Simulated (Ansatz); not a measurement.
Si3N4 (I-43d), computed twice by G0W0.

```
Si N
1.0
    -3.23735    3.23735    3.23735
     3.23735   -3.23735    3.23735
     3.23735    3.23735   -3.23735
Si N
6 8
Direct
  0.25000 0.12500 0.87500
  0.87500 0.25000 0.12500
  0.75000 0.37500 0.62500
  0.62500 0.75000 0.37500
  0.12500 0.87500 0.25000
  0.37500 0.62500 0.75000
  0.56280 0.56280 0.56280
  0.43720 0.50000 0.00000
  0.50000 0.00000 0.93720
  0.00000 0.43720 0.50000
  0.93720 0.50000 0.00000
  0.06280 0.06280 0.06280
  0.00000 0.93720 0.50000
  0.50000 0.00000 0.43720
```

The cell and positions come from the Crystallography Open Database and are kept as given unless a step says otherwise. This is not the form that Si3N4 usually takes at ambient conditions.

The first (Ansatz 0.2.0; start LDA, 4×4×4 mesh, 308 empty bands, screening to 100 eV, PAW set soft_1 files; 1 × NVIDIA H100 80GB HBM3 (shared by 6 runs) with 3 threads of AMD EPYC 7R13 (Zen 3), shared host) gave, on its mesh: starting gap 3.94 eV, G0W0 gap 5.42 eV, RPA ε∞ (mean) 4.56, 14 s.

Q: The second changes start from LDA to r2SCAN. What does it give?

It gave: starting gap 4.73 eV, G0W0 gap 5.69 eV, RPA ε∞ (mean) 4.06, 27 s. The G0W0 gap moves by +0.26 eV, +0.79 eV from the start and −0.52 eV from the correction. Σc changes by −0.03 eV at the valence top and +0.22 eV at the conduction bottom, and Σx − Vxc between them by −0.77 eV.

Limits: not at the basis limit.

[Paths, hosts, dates, memory and timing lines, banners, echoed tables and standing remarks are left out of the program output.]

[Logs are printed without paths, hosts, clocks, repeated set-up lines and the standing remarks that a program may print on its own settings, such as how far it seeks lower states.]

[Runs of the session that timed out or met a known fault of the program may be left out.]

[Cells called generated may have been cut or substituted from an entry of the Crystallography Open Database or the Materials Project.]

[Hosts, paths, dates, database ids (printed as entryN), source tags and the programs' standing remarks are cut or masked in the printed files.]
